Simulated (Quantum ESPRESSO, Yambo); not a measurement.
# Diamond (Fd-3m, 2 atoms a cell): G0W0 with Yambo, start to end, part 2 of 3

Wanted: ground state, empty states, screening and self-energy for Diamond (Fd-3m, 2 atoms a cell).

Quantum ESPRESSO 7.5 and Yambo 5.3.0; PBE and many-body steps on it, plane waves. Known limits of the many-body steps: not at the basis limit.

So far. Step 2 (Ground state): The gap is indirect, with the least direct gap 1.40 eV higher. Step 3 (Bands along the symmetry lines): The gap is 4.190 eV, −0.039 eV from the run before at this level.

## 4. Empty states on the mesh, 8×8×8 mesh, 29 bands

Level of this step: DFT, PBE, plane waves, norm-conserving pseudopotentials (Quantum ESPRESSO).

The sums over transitions need many empty states on a uniform mesh; this step solves for them.

pw.in

```
&control
  calculation = 'nscf'
  prefix = 'x'
  outdir = 'o'
  pseudo_dir = 'pseudo'
/
&system
  ibrav = 0
  nat = 2
  ntyp = 1
  ecutwfc = 74.0
  nbnd = 29
  force_symmorphic = .true.
/
&electrons
  conv_thr = 1e-9
  electron_maxstep = 80
  diago_full_acc = .true.
  diago_thr_init = 5e-6
/
ATOMIC_SPECIES
  C 12.011 C.upf
CELL_PARAMETERS angstrom
  -0.0000000000 1.7833700000 1.7833700000
  1.7833700000 -0.0000000000 1.7833700000
  1.7833700000 1.7833700000 0.0000000000
ATOMIC_POSITIONS crystal
  C 0.0000000000 0.0000000000 0.0000000000
  C 0.2500000000 0.2500000000 0.2500000000
K_POINTS automatic
  8 8 8 0 0 0
```

The run is started by

```console
OMP_NUM_THREADS=1 mpirun -n 8 pw.x -nk 4 -in pw.in > pw.out
```

What it wrote:

```text
[banner, memory and clock lines left out]
Program PWSCF v.7.5 starts

     Atomic positions and unit cell read from directory:
     o/x.save/

     Message from routine setup:
     using ibrav=0 with symmetry is DISCOURAGED, use correct ibrav instead

     bravais-lattice index     =            0
     lattice parameter (alat)  =       4.7660  a.u.
     unit-cell volume          =      76.5510 (a.u.)^3
     number of atoms/cell      =            2
     number of atomic types    =            1
     number of electrons       =         8.00
     number of Kohn-Sham states=           29
     kinetic-energy cutoff     =      74.0000  Ry
     charge density cutoff     =     296.0000  Ry
     Exchange-correlation= PBE
                           (   1   4   3   4   0   0   0)

     celldm(1)=   4.766014  celldm(2)=   0.000000  celldm(3)=   0.000000
     celldm(4)=   0.000000  celldm(5)=   0.000000  celldm(6)=   0.000000

     crystal axes: (cart. coord. in units of alat)
               a(1) = (  -0.000000   0.707107   0.707107 )
               a(2) = (   0.707107  -0.000000   0.707107 )
               a(3) = (   0.707107   0.707107   0.000000 )

     reciprocal axes: (cart. coord. in units 2 pi/alat)
               b(1) = ( -0.707107  0.707107  0.707107 )
               b(2) = (  0.707107 -0.707107  0.707107 )
               b(3) = (  0.707107  0.707107 -0.707107 )
     Pseudo is Norm-conserving + core correction, Zval =  4.0
     Generated using ONCVPSP code by D. R. Hamann
     Using radial grid of 1248 points,  4 beta functions with:
     C                 4.00    12.01100     C ( 1.00)

     24 Sym. Ops. (no inversion) found

   Cartesian axes

     site n.     atom                  positions (alat units)
         1        C      tau(   1) = (   0.0000000   0.0000000   0.0000000  )
         2        C      tau(   2) = (   0.3535534   0.3535534   0.3535534  )

     number of k points=    29
                       cart. coord. in units 2pi/alat
        k(    1) = (   0.0000000   0.0000000   0.0000000), wk =   0.0039062
        k(    2) = (   0.0883883   0.0883883  -0.0883883), wk =   0.0312500
        k(    3) = (   0.1767767   0.1767767  -0.1767767), wk =   0.0312500
[...]
[... 17 further rows ...]
        k(   28) = (  -0.7071068   0.1767767   0.0000000), wk =   0.0468750
        k(   29) = (  -0.7071068   0.3535534   0.0000000), wk =   0.0234375

     Dense  grid:     6615 G-vectors     FFT dimensions: (  27,  27,  27)

     The potential is recalculated from file :
     o/x.save/charge-density

     Starting wfcs are    8 randomized atomic wfcs +   21 random wfcs

     Band Structure Calculation

     End of band structure calculation

          k = 0.0000 0.0000 0.0000 (   869 PWs)   bands (ev):

    -8.1303  13.3585  13.3585  13.3585  18.9841  18.9841  18.9841  26.6878
    32.6551  40.2185  40.2185  40.9884  40.9884  40.9884  48.1681  60.6130
    60.6130  60.6130  81.5255  81.5255  81.5255  85.7548  85.7548  87.9125
    87.9125  87.9125  92.3830  92.3830  92.3831

          k = 0.0884 0.0884-0.0884 (   833 PWs)   bands (ev):

[...]
89.9984  90.5773  90.5773  97.5740  97.5740

          k = 0.1768 0.1768-0.1768 (   821 PWs)   bands (ev):

[...]
34.0790  35.9538  35.9538  38.8541  52.5582  52.5582  56.1464  56.1464
    56.9616  58.0723  72.7373  72.7373  82.4748  83.6347  83.6347  88.5572
    88.5572  89.8818  91.0575  95.0903  96.4409

          k = 0.2652 0.2652-0.2652 (   820 PWs)   bands (ev):

     [... further k-points ...]

     highest occupied, lowest unoccupied level (ev):    13.3585   17.5486

     XML data file, pseudopotentials, collected wavefunctions
```

It took 1.9 s on 8 MPI ranks of Arm Neoverse N1, shared host; peak memory 0.05 GiB; 14 s of CPU time.

This step gave:

```
gap                                                           : 4.190 eV
k of the valence top                                          : 0, 0, 0
k of the conduction bottom                                    : 0, 0.375, 0.375
least direct gap                                              : 5.626 eV
k points computed                                             : 29
lowest point of the top converged band, above the valence top : 78.1825 eV
```

On this mesh the gap is 4.190 eV.

## 5. Conversion and set-up

This step: Yambo 5.3.0; conversion and set-up on PBE, plane waves, norm-conserving pseudopotentials.

The states are converted to the many-body program's format and the q mesh is built.

The run is started by

```console
(cd o/x.save; p2y > p2y.log; mv SAVE ../..); yambo > setup.log
```

What it wrote:

```text
 Yambo, version 5.3.0

 [02] CORE Variables Setup
 =========================

  [02.01] Unit cells
  ==================

  Cell kind             :  FCC
  Atoms in the cell     :  C
  number of C  atoms    :  2

  List of atomic masses
  Mass of C     :  12.01100

  List of atomic coordinates    : [cc]
  C1       :  0.000000  0.000000  0.000000  order 1
  C2       :  1.685040  1.685040  1.685040  order 2

  Alat factors          :  3.370081  3.370081  3.370081 [a.u.]
  Direct lattice volume :  76.55102 [a.u.]
  Direct lattice vectors:  A[ 1 ]  A[ 2 ]  A[ 3 ]
   A[ 1 ]: -0.000000  1.000000  1.000000  [iru]
  -0.000000  3.370081  3.370081  [cc]
   A[ 2 ]:  1.000000 -0.000000  1.000000  [iru]
   3.370081 -0.000000  3.370081  [cc]
   A[ 3 ]:  1.000000  1.000000  0.000000  [iru]
   3.370081  3.370081  0.000000  [cc]

  Recip. lattice volume :  3.240325 [a.u.]
  Recip. lattice vectors:  B[ 1 ]  B[ 2 ]  B[ 3 ]
   B[ 1 ]: -0.500000  0.500000  0.500000  [iku]
  -0.932201  0.932201  0.932201  [cc]
   B[ 2 ]:  0.500000 -0.500000  0.500000  [iku]
   0.932201 -0.932201  0.932201  [cc]
   B[ 3 ]:  0.500000  0.500000 -0.500000  [iku]
   0.932201  0.932201 -0.932201  [cc]

  [02.02] Symmetries
  ==================

  Inversion symmetry    : yes
  Spatial inversion     : no
  Inversion index       :  25
  K-space Time-reversal : yes
  Magnetic symmetries   : no
  Time-reversal derived K-space symmetries:   25   48
  Group table correct   : yes
  Symmetries units      :  [cc]

   [S  1]:   1.0000     -0.26553E-16 -0.26553E-16 -0.26553E-16   1.0000      0.26553E-16  0.26553E-16  0.26553E-16   1.0000
   [S  2]:  -1.0000      0.26553E-16 -0.26553E-16  0.26553E-16  -1.0000      0.26553E-16 -0.26553E-16 -0.26553E-16   1.0000
   [S  3]:  -1.0000     -0.26553E-16  0.26553E-16  0.26553E-16   1.0000     -0.26553E-16 -0.26553E-16  0.26553E-16  -1.0000
[...]
[S  9]: -0.26553E-16   1.0000     -0.26553E-16  0.26553E-16 -0.26553E-16   1.0000       1.0000      0.26553E-16  0.26553E-16
   [S 10]: -0.26553E-16  -1.0000      0.26553E-16  0.26553E-16  0.26553E-16  -1.0000       1.0000     -0.26553E-16 -0.26553E-16
     [... 36 further rows ...]
   [S*47]:   1.0000     -0.26553E-16  0.26553E-16 -0.26553E-16  0.26553E-16  -1.0000      0.26553E-16   1.0000     -0.26553E-16
   [S*48]:   1.0000      0.26553E-16 -0.26553E-16 -0.26553E-16 -0.26553E-16   1.0000      0.26553E-16  -1.0000      0.26553E-16

  [02.03] Reciprocal space
  ========================

  nG shells         :  117
  nG charge         :   6615
  nG WFs            :  1182
  nC WFs            :   869
  G-vecs. in first 11 shells:  [ Number ]
     1    9   15   27   51   59   65   89  113
   137  169
  ...
  Shell energy in first 11 shells:  [ mHa ]
    0.00000      1303.50      1738.00      3475.99      4779.49      5213.99      6951.99      8255.49      8689.99
    10428.0      11731.5
  ...

  [02.04] K-grid lattice
[...]
WF components:   825
  [... 14 further k-points ...]
  K [29]         [rlu]:  0.250000 -0.500000 -0.250000
         WF components:   792

  [02.05] Energies & Occupations
  ==============================

  [X] === General ===
  [X] Electronic Temperature                        :  0.000000  0.000000 [eV K]
  [X] Bosonic    Temperature                        :  0.000000  0.000000 [eV K]
  [X] Finite Temperature mode                       : no
  [X] El. density                                   :  0.70524E+24 [cm-3]
  [X] Fermi Level                                   :  13.35851 [eV]

  [X] === Gaps and Widths ===
  [X] Conduction Band Min                           :  4.190043 [eV]
  [X] Valence Band Max                              :  0.000000 [eV]
  [X] Filled Bands                                  :   4
  [X] Empty Bands                                   :   5  29
  [X] Direct Gap                                    :  5.625542 [eV]
  [X] Direct Gap localized at k                     :  1
  [X] Indirect Gap                                  :  4.190043 [eV]
  [X] Indirect Gap between kpts                     :   1  18
  [X] Last valence band width                       :  8.331932 [eV]
  [X] 1st conduction band width                     :  6.494492 [eV]

  E @ K [ 1]:  [eV]
   -21.4889    -0.101414E-6 -0.998609E-7   0.00000      5.62554      5.62554      5.62554      13.3293
  occ @ K [ 1]
   2.000000  2.000000  2.000000  2.000000  0.000000  0.000000  0.000000  0.000000
  E @ K [ 2]:  [eV]
  -21.05697  -2.41453  -0.65301  -0.65301   6.48508   6.48508   6.91368  13.69632
  occ @ K [ 2]
[...]
E @ K [ 3]:  [eV]
[...]
occ @ K [ 3]
[...]
E @ K [ 8]:  [eV]
[...]
occ @ K [ 8]
[...]
E @ K [ 9]:  [eV]
[...]
occ @ K [ 9]
[...]
E @ K [10]:  [eV]
[...]
occ @ K [10]
[...]
E @ K [11]:  [eV]
[...]
occ @ K [11]
[...]
E @ K [12]:  [eV]
[...]
occ @ K [12]
[...]
E @ K [13]:  [eV]
[...]
occ @ K [13]
[...]
E @ K [14]:  [eV]
[...]
occ @ K [14]
[...]
[... 14 further k-points ...]
  E @ K [29]:  [eV]
  -11.98541 -11.98541  -8.33193  -8.33193  10.68453  10.68454  12.35461  12.35461
  occ @ K [29]
   2.000000  2.000000  2.000000  2.000000  0.000000  0.000000  0.000000  0.000000

 [03] Transferred momenta grid and indexing
 ==========================================

 IBZ Q-points                                      :  29
 BZ  Q-points                                      :   512

 K/Q-points units:
 rlu = crystal or reduced units; cc = cartesian coordinates; iku = interal k-units

 Q [ 1]         [rlu]:  0.000000  0.000000  0.000000
 Q [ 2]         [rlu]: -0.21107E-16 -0.21107E-16  0.12500
 Q [ 3]         [rlu]:  0.24465E-17  0.24465E-17  0.25000
[...]
Q [ 8]         [rlu]:  0.24465E-17  0.12500      0.37500
 Q [ 9]         [rlu]:  0.26352E-18  0.12500      0.50000
 Q [10]         [rlu]:  0.84430E-16  0.12500     -0.37500
     [... 17 further rows ...]
 Q [28]         [rlu]:  0.125000 -0.500000 -0.375000
 Q [29]         [rlu]:  0.250000 -0.500000 -0.250000

  [03.01] X indexes
  =================

   [03.01.01] Sigma indexes
   ========================

 [06] Game Over & Game summary
```

Elapsed: 2.1 s, on 1 MPI rank; peak memory 0.23 GiB.

(Part 2 of 3 ends here.)

[Paths, hosts, dates, memory and timing lines, banners, echoed tables and standing remarks are left out of the program output.]

[Logs are printed without paths, hosts, clocks, repeated set-up lines and the standing remarks that a program may print on its own settings, such as how far it seeks lower states.]

[Runs of the session that timed out or met a known fault of the program may be left out.]

[Hosts, paths, dates, database ids (printed as entryN), source tags and the programs' standing remarks are cut or masked in the printed files.]
